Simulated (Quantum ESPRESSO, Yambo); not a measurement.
# MgH2 (P4_2/mnm): G0W0 in Yambo against the screening cutoff

How does the gap of MgH2 (P4_2/mnm) converge in the screening cutoff?

Method: PBE and many-body steps on it, plane waves, in Yambo 5.3.0.

## (1) The starting structure

Symmetry: P4_2/mnm, No. 136, tetragonal system. The conventional cell has a = 4.517 Å, b = 4.517 Å, c = 3.020 Å, α = 90.00°, β = 90.00°, γ = 90.00°. Nearest to Mg lie 6 H at 1.95 Å. Nearest to H lie 3 Mg at 1.95 Å. Farther neighbours are not listed.

As a file:

```xyz
6
Lattice="4.5168 0.0000 0.0000 0.0000 4.5168 0.0000 0.0000 0.0000 3.0205" Properties=species:S:1:pos:R:3 pbc="T T T"
Mg    0.0000    0.0000    0.0000
Mg    2.2584    2.2584    1.5102
H     1.3821    1.3821    0.0000
H     0.8763    3.6405    1.5102
H     3.1347    3.1347    0.0000
H     3.6405    0.8763    1.5102
```

The cell and positions come from the Crystallography Open Database and are kept as given unless a step says otherwise.

## (2) 2.5 Ha

This step: Yambo 5.3.0; G0W0 on PBE, plane waves, norm-conserving pseudopotentials.

G0W0 replaces the xc potential by the self-energy, built once from these orbitals. Only a window of levels is corrected, while the sums run over the empty bands that the input names.

gw7.in

```
HF_and_locXC
gw0
dyson
ppa
em1d
rim_cut
RandQpts= 1000000
RandGvec= 1 RL
EXXRLvcs= 76 Ry
VXCRLvcs= 304 Ry
Chimod= "HARTREE"
% BndsRnXp
 1 | 112 |
%
NGsBlkXp= 5 Ry
% LongDrXp
 1 | 1 | 1 |
%
% GbndRnge
 1 | 112 |
%
DysSolver= "n"
ExtendOut
PPAPntXp= 27.21138 eV
% QPkrange
 4 | 4 | 11 | 14 |
 18 | 18 | 11 | 14 |
 21 | 21 | 11 | 14 |
 1 | 1 | 11 | 14 |
%
```

On the command line:

```bash
OMP_NUM_THREADS=2 mpirun -n 4 yambo -F gw7.in -J gw7 -C gw7 > gw7.log
```

What it wrote:

```text
 Yambo, version 5.3.0

 [02] CORE Variables Setup
 =========================

  [... cell, symmetries and grids as in the set-up ...]

  [02.05] Energies & Occupations
  ==============================

  [X] === General ===
  [X] Electronic Temperature                        :  0.000000  0.000000 [eV K]
  [X] Bosonic    Temperature                        :  0.000000  0.000000 [eV K]
  [X] Finite Temperature mode                       : no
  [X] El. density                                   :  0.38947E+24 [cm-3]
  [X] Fermi Level                                   :  1.704141 [eV]

  [X] === Gaps and Widths ===
  [X] Conduction Band Min                           :  3.895281 [eV]
  [X] Valence Band Max                              :  0.000000 [eV]
  [X] Filled Bands                                  :  12
  [X] Empty Bands                                   :    13   407
  [X] Direct Gap                                    :  4.665746 [eV]
  [X] Direct Gap localized at k                     :  21
  [X] Indirect Gap                                  :  3.895281 [eV]
  [X] Indirect Gap between kpts                     :   4  18
  [X] Last valence band width                       :  2.647367 [eV]
  [X] 1st conduction band width                     :  5.219412 [eV]

 [03] Transferred momenta grid and indexing
 ==========================================

 IBZ Q-points                                      :  21
 BZ  Q-points                                      :   64

 K/Q-points units:
 rlu = crystal or reduced units; cc = cartesian coordinates; iku = interal k-units

 Q [ 1]         [rlu]:  0.000000  0.000000  0.000000
 Q [ 2]         [rlu]:  0.000000  0.000000  0.250000
 Q [ 3]         [rlu]:  0.000000  0.000000 -0.500000
 Q [ 4]         [rlu]:  0.000000  0.250000  0.000000
 Q [ 5]         [rlu]:  0.000000  0.250000  0.250000
 Q [ 6]         [rlu]:  0.000000  0.250000 -0.500000
 Q [ 7]         [rlu]:  0.000000 -0.500000  0.000000
 Q [ 8]         [rlu]:  0.000000 -0.500000  0.250000
 Q [ 9]         [rlu]:  0.000000 -0.500000 -0.500000
 Q [10]         [rlu]:  0.250000  0.250000  0.000000
     [... 9 further rows ...]
 Q [20]         [rlu]: -0.250000  0.250000 -0.250000
 Q [21]         [rlu]: -0.250000  0.250000  0.500000

 [04] Coloumb potential Random Integration (RIM)
 ===============================================

  [04.01] RIM initialization
  ==========================

  * Diagonal components only detected *

  8 x (sBL volume)        :  0.074561 [a.u.]
  sBZ random points       :  1000000
  Points outside the sBZ  :   7992674
  RL volume               :  0.596489 [a.u.]
  Integrated volume       :  0.597036 [a.u.]

  [04.02] RIM integrals
  =====================

  Gamma point sphere radius             :  0.076346 [a.u.]
  Points outside the sphere             :   799746
  [Int_sBZ(q=0) 1/q^2]*(Vol_sBZ)^(-1/3) =:  7.538312
                                 should be <:  7.795600

  Summary of Coulomb integrals for non-metallic bands |Q|[au] RIM/Bare

  Q [1] 0.100000E-4 0.966996 * Q [4] 0.184031 0.952411
  Q [19] 0.260259 0.994565 * Q [10] 0.260259 0.994039
  Q [2] 0.275196 1.179740 * Q [5] 0.331059 1.091923
  Q [7] 0.368061 0.992365 * Q [20] 0.378771 1.053954
  Q [11] 0.378771 1.053813 * Q [13] 0.411505 0.995853
  Q [8] 0.459567 1.021692 * Q [14] 0.495045 1.016188
  Q [16] 0.520517 0.998458 * Q [3] 0.550392 1.045432
  Q [6] 0.580344 1.037073 * Q [17] 0.588788 1.007986
  Q [21] 0.608823 1.030597 * Q [12] 0.608823 1.030671
  Q [9] 0.662118 1.021843 * Q [15] 0.687217 1.018806
  Q [18] 0.757542 1.012986

 [05] Dipoles
 ============

  [05.01] Setup: observables and procedures
  =========================================

 [06] Dynamic Dielectric Matrix (PPA)
 ====================================

 [WR./gw7//ndb.pp]---------------------------------------------------------------
  Brillouin Zone Q/K grids (IBZ/BZ)                :   21   64   21   64
  RL vectors                                       :   5981 [WF]
  Coulomb cutoff potential                         : none
[...]
RL vectors in the sum                            :   5981
  [r,Vnl] included                                 : yes
  Field direction                                  :  0.577350E-5  0.577350E-5  0.577350E-5
  BZ energy Double Grid                            : no
  BZ energy DbGd points                            : 0
  BZ Q point size factor                           : -1.000000
  X Optical Averaged directions                    : none

 [07] Local Exchange-Correlation + Non-Local Fock
 ================================================

 [VXC] Plane waves :   37211
 [EXS] Plane waves :   4683

 QP @ state[ 1 ] K range:  1  1
 QP @ state[ 1 ] b range:  11  14
 QP @ state[ 2 ] K range:   4   4
 QP @ state[ 2 ] b range:  11  14
 QP @ state[ 3 ] K range:  18  18
 QP @ state[ 3 ] b range:  11  14
 QP @ state[ 4 ] K range:  21  21
 QP @ state[ 4 ] b range:  11  14

 [xc] Functional : Perdew, Burke & Ernzerhof(X)+Perdew, Burke & Ernzerhof(C)
 [xc] LIBXC used to calculate xc functional

 [xc] E_xc :  -17.32084 [Ha]
      E_xc :  -34.64167 [Ry]

  Local XC kind (lXC) : Perdew, Burke & Ernzerhof(X)+Perdew, Burke & Ernzerhof(C)
  Non-Local XC kind (nlXC) : Hartree-Fock

  Corrections @ K [1] :  [eV]
 <11|nlXC|11> = -15.07684 -0.25971E-16 <11|lXC|11> = -11.11025  0.000000
 <12|nlXC|12> = -14.78517  0.17566E-17 <12|lXC|12> = -11.48397  0.000000
 <13|nlXC|13> = -2.917208 -0.16857E-18 <13|lXC|13> = -6.816384  0.000000
 <14|nlXC|14> = -5.742535 -0.98668E-18 <14|lXC|14> = -9.977685  0.000000

  Corrections @ K [4] :  [eV]
 <11|nlXC|11> = -15.04202  0.24160E-17 <11|lXC|11> = -11.18512 -0.37763E-15
 <12|nlXC|12> = -15.02455  0.11959E-16 <12|lXC|12> = -11.63013 -0.18882E-15
[...]
Corrections @ K [18] :  [eV]
[...]
Corrections @ K [21] :  [eV]
[...]
<12|nlXC|12> = -14.94148 -0.19636E-16 <12|lXC|12> = -11.30453  0.37763E-15
 <13|nlXC|13> = -4.638352 -0.12648E-17 <13|lXC|13> = -8.888660 -0.17702E-16
 <14|nlXC|14> = -3.511073  0.32387E-17 <14|lXC|14> = -7.761150  0.000000

  [07.01] Hartree-Fock occupations report
  =======================================

  [Hartree-Fock] === General ===
  [Hartree-Fock] Electronic Temperature             :  0.000000  0.000000 [eV K]
  [Hartree-Fock] Bosonic    Temperature             :  0.000000  0.000000 [eV K]
  [Hartree-Fock] Finite Temperature mode            : no
  [Hartree-Fock] El. density                        :  0.38947E+24 [cm-3]
  [Hartree-Fock] Fermi Level                        :  1.704141 [eV]

  [Hartree-Fock] === Gaps and Widths ===
  [Hartree-Fock] Conduction Band Min                :  4.179119 [eV]
  [Hartree-Fock] Valence Band Max                   : -0.019702 [eV]
  [Hartree-Fock] Filled Bands                       :  12
  [Hartree-Fock] Empty Bands                        :    13   407
  [Hartree-Fock] Direct Gap                         :  4.665747 [eV]
  [Hartree-Fock] Direct Gap localized at k          :  12
  [Hartree-Fock] Indirect Gap                       :  4.198820 [eV]
  [Hartree-Fock] Indirect Gap between kpts          :   3  12
  [Hartree-Fock] Last valence band width            :  4.632971 [eV]
  [Hartree-Fock] 1st conduction band width          :  4.935574 [eV]

 [08] Dyson equation: Newton solver
 ==================================

  [08.01] G0W0 (W PPA)
  ====================

  [  GW  ] Bands range     :    1  112
  [GW/PPA] G damping       :  0.100000 [eV]

  QP @ state[ 1 ] K range:  1  1
  QP @ state[ 1 ] b range:  11  14
  QP @ state[ 2 ] K range:   4   4
  QP @ state[ 2 ] b range:  11  14
  QP @ state[ 3 ] K range:  18  18
  QP @ state[ 3 ] b range:  11  14
  QP @ state[ 4 ] K range:  21  21
  QP @ state[ 4 ] b range:  11  14

   Sc/G bands                                       :    1  112
   Sc/G damping                                     :  0.100000 ev
   Sc bands terminator                              : no
   Sx RL components                                 :   4683

   QP @ state[ 1 ] K range                          :  1  1
   QP @ state[ 1 ] b range                          :  11  14
   QP @ state[ 2 ] K range                          :   4   4
   QP @ state[ 2 ] b range                          :  11  14
   QP @ state[ 3 ] K range                          :  18  18
   QP @ state[ 3 ] b range                          :  11  14
   QP @ state[ 4 ] K range                          :  21  21
   QP @ state[ 4 ] b range                          :  11  14
   GF energies kind                                 : Perdew, Burke & Ernzerhof(X)+Perdew, Burke & Ernzerhof(C)
   GF WF`s kind                                     : Perdew, Burke & Ernzerhof(X)+Perdew, Burke & Ernzerhof(C)
   Xs energies kind                                 : Perdew, Burke & Ernzerhof(X)+Perdew, Burke & Ernzerhof(C)
   Xs WF`s kind                                     : Perdew, Burke & Ernzerhof(X)+Perdew, Burke & Ernzerhof(C)

 [11] Game Over & Game summary
```

Run time: 64 s. Hardware: 4 MPI ranks of AMD EPYC 7R43, shared host; peak memory 1.9 GiB; 7.3 min of CPU time.

Numbers from this step:

```yaml
g0w0_gap_on_the_mesh: 5.730 eV
starting_gap_on_the_mesh: 3.895 eV
k_of_the_valence_top: 0, 0.25, 0
k_of_the_conduction_bottom: -0.5, -0.5, -0.5
least_direct_g0w0_gap_on_the_computed_points: 6.567 eV
z_at_the_valence_top: 0.7899
z_at_the_conduction_bottom: 0.8243
```

The gap on the mesh goes from 3.90 eV to 5.73 eV, a correction of +1.84 eV.

## (3) 4 Ha

gw8.in, as its differences from gw7.in of step 2:

```diff
@@ -14,3 +14,3 @@
 %
-NGsBlkXp= 5 Ry
+NGsBlkXp= 8 Ry
 % LongDrXp
```

On the command line:

```bash
OMP_NUM_THREADS=2 mpirun -n 4 yambo -F gw8.in -J gw8 -C gw8 > gw8.log
```

What it wrote:

```text
 Yambo, version 5.3.0

 [02] CORE Variables Setup
 =========================

  [... cell, symmetries and grids as in the set-up ...]

  [02.05] Energies & Occupations
  ==============================

  [X] === General ===
  [X] Electronic Temperature                        :  0.000000  0.000000 [eV K]
  [X] Bosonic    Temperature                        :  0.000000  0.000000 [eV K]
  [X] Finite Temperature mode                       : no
  [X] El. density                                   :  0.38947E+24 [cm-3]
  [X] Fermi Level                                   :  1.704141 [eV]

  [X] === Gaps and Widths ===
  [X] Conduction Band Min                           :  3.895281 [eV]
  [X] Valence Band Max                              :  0.000000 [eV]
  [X] Filled Bands                                  :  12
  [X] Empty Bands                                   :    13   407
  [X] Direct Gap                                    :  4.665746 [eV]
  [X] Direct Gap localized at k                     :  21
  [X] Indirect Gap                                  :  3.895281 [eV]
  [X] Indirect Gap between kpts                     :   4  18
  [X] Last valence band width                       :  2.647367 [eV]
  [X] 1st conduction band width                     :  5.219412 [eV]

 [03] Transferred momenta grid and indexing
 ==========================================

 IBZ Q-points                                      :  21
 BZ  Q-points                                      :   64

 K/Q-points units:
 rlu = crystal or reduced units; cc = cartesian coordinates; iku = interal k-units

 Q [ 1]         [rlu]:  0.000000  0.000000  0.000000
 Q [ 2]         [rlu]:  0.000000  0.000000  0.250000
 Q [ 3]         [rlu]:  0.000000  0.000000 -0.500000
[...]
[Hartree-Fock] Valence Band Max                   : -0.019702 [eV]
  [Hartree-Fock] Filled Bands                       :  12
  [Hartree-Fock] Empty Bands                        :    13   407
  [Hartree-Fock] Direct Gap                         :  4.665747 [eV]
  [Hartree-Fock] Direct Gap localized at k          :  12
  [Hartree-Fock] Indirect Gap                       :  4.198820 [eV]
  [Hartree-Fock] Indirect Gap between kpts          :   3  12
  [Hartree-Fock] Last valence band width            :  4.632971 [eV]
  [Hartree-Fock] 1st conduction band width          :  4.935574 [eV]

 [08] Dyson equation: Newton solver
 ==================================

  [08.01] G0W0 (W PPA)
  ====================

  [  GW  ] Bands range     :    1  112
  [GW/PPA] G damping       :  0.100000 [eV]

[...]
QP @ state[ 3 ] K range:  18  18
  QP @ state[ 3 ] b range:  11  14
  QP @ state[ 4 ] K range:  21  21
  QP @ state[ 4 ] b range:  11  14

   Sc/G bands                                       :    1  112
   Sc/G damping                                     :  0.100000 ev
   Sc bands terminator                              : no
   Sx RL components                                 :   4683

   QP @ state[ 1 ] K range                          :  1  1
   QP @ state[ 1 ] b range                          :  11  14
   QP @ state[ 2 ] K range                          :   4   4
   QP @ state[ 2 ] b range                          :  11  14
   QP @ state[ 3 ] K range                          :  18  18
   QP @ state[ 3 ] b range                          :  11  14
   QP @ state[ 4 ] K range                          :  21  21
   QP @ state[ 4 ] b range                          :  11  14
   GF energies kind                                 : Perdew, Burke & Ernzerhof(X)+Perdew, Burke & Ernzerhof(C)
   GF WF`s kind                                     : Perdew, Burke & Ernzerhof(X)+Perdew, Burke & Ernzerhof(C)
   Xs energies kind                                 : Perdew, Burke & Ernzerhof(X)+Perdew, Burke & Ernzerhof(C)
   Xs WF`s kind                                     : Perdew, Burke & Ernzerhof(X)+Perdew, Burke & Ernzerhof(C)

 [11] Game Over & Game summary
```

The job ended after 1.9 min (4 MPI ranks; peak memory 1.9 GiB; 13 min of CPU time).

Numbers from this step:

| Property | Result |
| --- | --- |
| G0W0 gap on the mesh | 5.872 eV |
| starting gap on the mesh | 3.895 eV |
| k of the valence top | 0, 0.25, 0 |
| k of the conduction bottom | -0.5, -0.5, -0.5 |
| least direct G0W0 gap on the computed points | 6.698 eV |
| Z at the valence top | 0.7864 |
| Z at the conduction bottom | 0.8245 |

Against the run before, the gap moves by +0.142 eV.

## (4) 8 Ha

gw9.in, as its differences from gw8.in of step 3:

```diff
@@ -14,3 +14,3 @@
 %
-NGsBlkXp= 8 Ry
+NGsBlkXp= 16 Ry
 % LongDrXp
```

On the command line:

```bash
OMP_NUM_THREADS=2 mpirun -n 4 yambo -F gw9.in -J gw9 -C gw9 > gw9.log
```

What it wrote:

```text
 Yambo, version 5.3.0

 [02] CORE Variables Setup
 =========================

  [... cell, symmetries and grids as in the set-up ...]

  [02.05] Energies & Occupations
  ==============================

  [X] === General ===
  [X] Electronic Temperature                        :  0.000000  0.000000 [eV K]
  [X] Bosonic    Temperature                        :  0.000000  0.000000 [eV K]
  [X] Finite Temperature mode                       : no
  [X] El. density                                   :  0.38947E+24 [cm-3]
[...]
QP @ state[ 3 ] b range                          :  11  14
   QP @ state[ 4 ] K range                          :  21  21
   QP @ state[ 4 ] b range                          :  11  14
   GF energies kind                                 : Perdew, Burke & Ernzerhof(X)+Perdew, Burke & Ernzerhof(C)
   GF WF`s kind                                     : Perdew, Burke & Ernzerhof(X)+Perdew, Burke & Ernzerhof(C)
   Xs energies kind                                 : Perdew, Burke & Ernzerhof(X)+Perdew, Burke & Ernzerhof(C)
   Xs WF`s kind                                     : Perdew, Burke & Ernzerhof(X)+Perdew, Burke & Ernzerhof(C)

 [11] Game Over & Game summary
```

Elapsed: 7.8 min, on 4 MPI ranks; peak memory 1.9 GiB; 55 min of CPU time.

This step gave:

* G0W0 gap on the mesh: 5.927 eV
* starting gap on the mesh: 3.895 eV
* k of the valence top: 0, 0.25, 0
* k of the conduction bottom: -0.5, -0.5, -0.5
* least direct G0W0 gap on the computed points: 6.747 eV

Against the run before, the gap moves by +0.055 eV.

## (5) 10 Ha

gw10.in, as its differences from gw9.in of step 4:

```diff
@@ -14,3 +14,3 @@
 %
-NGsBlkXp= 16 Ry
+NGsBlkXp= 20 Ry
 % LongDrXp
```

On the command line:

```bash
OMP_NUM_THREADS=2 mpirun -n 4 yambo -F gw10.in -J gw10 -C gw10 > gw10.log
```

What it wrote:

```text
 Yambo, version 5.3.0

 [02] CORE Variables Setup
 =========================

  [... cell, symmetries and grids as in the set-up ...]

  [02.05] Energies & Occupations
  ==============================

  [X] === General ===
  [X] Electronic Temperature                        :  0.000000  0.000000 [eV K]
  [X] Bosonic    Temperature                        :  0.000000  0.000000 [eV K]
  [X] Finite Temperature mode                       : no
  [X] El. density                                   :  0.38947E+24 [cm-3]
[...]
QP @ state[ 3 ] b range                          :  11  14
   QP @ state[ 4 ] K range                          :  21  21
   QP @ state[ 4 ] b range                          :  11  14
   GF energies kind                                 : Perdew, Burke & Ernzerhof(X)+Perdew, Burke & Ernzerhof(C)
   GF WF`s kind                                     : Perdew, Burke & Ernzerhof(X)+Perdew, Burke & Ernzerhof(C)
   Xs energies kind                                 : Perdew, Burke & Ernzerhof(X)+Perdew, Burke & Ernzerhof(C)
   Xs WF`s kind                                     : Perdew, Burke & Ernzerhof(X)+Perdew, Burke & Ernzerhof(C)

 [11] Game Over & Game summary
```

Run time: 12 min. Hardware: 4 MPI ranks; peak memory 2 GiB.

Numbers from this step:

```
G0W0 gap on the mesh                         : 5.930 eV
starting gap on the mesh                     : 3.895 eV
k of the valence top                         : 0, 0.25, 0
k of the conduction bottom                   : -0.5, -0.5, -0.5
least direct G0W0 gap on the computed points : 6.750 eV
```

Against the run before, the gap moves by +0.003 eV.

## (6) Side by side

Times are wall times on 4 MPI ranks of AMD EPYC 7R43, shared host, good to a factor of about two.

| run | mesh | bands | screening cutoff (eV) | DFT gap (eV) | gap on the mesh (eV) | direct (eV) | time |
| --- | --- | --- | --- | --- | --- | --- | --- |
| 2.5 Ha | 4×4×4 | 112 | 68 | 3.895 | 5.730 | 6.567 | 64 s |
| 4 Ha | 4×4×4 | 112 | 108.8 | 3.895 | 5.872 | 6.698 | 1.9 min |
| 8 Ha | 4×4×4 | 112 | 217.7 | 3.895 | 5.927 | 6.747 | 7.8 min |
| 10 Ha | 4×4×4 | 112 | 272.1 | 3.895 | 5.930 | 6.750 | 12 min |

## (7) Outcome

- 2.5 Ha: 5.730 eV
- 4 Ha: 5.872 eV
- 8 Ha: 5.927 eV
- 10 Ha: 5.930 eV
- known limits: not at the basis limit; coarse k mesh

In words: The setting moved: screening cutoff. From 2.5 Ha to 10 Ha the gap moves by +0.20 eV, for 12 times the time. It holds to 0.03 eV from 8 Ha on. Bands and screening cutoff are coupled, so a series along one setting does not show full convergence. Bands and cutoff are finite, so the gap is not at the basis limit. The miss can reach some tenths of an eV and take either sign; the mesh is an error of its own. A denser mesh or path gives a starting gap of 3.76 eV: the GW mesh misses a band edge, so its gaps are not the fundamental one. The 4×4×4 mesh is coarse for this cell, which bears on the long-range parts of exchange and screening.

[Paths, hosts, dates, memory and timing lines, banners, echoed tables and standing remarks are left out of the program output.]

[Logs are printed without paths, hosts, clocks, repeated set-up lines and the standing remarks that a program may print on its own settings, such as how far it seeks lower states.]

[Runs of the session that timed out or met a known fault of the program may be left out.]

[Hosts, paths, dates, database ids (printed as entryN), source tags and the programs' standing remarks are cut or masked in the printed files.]
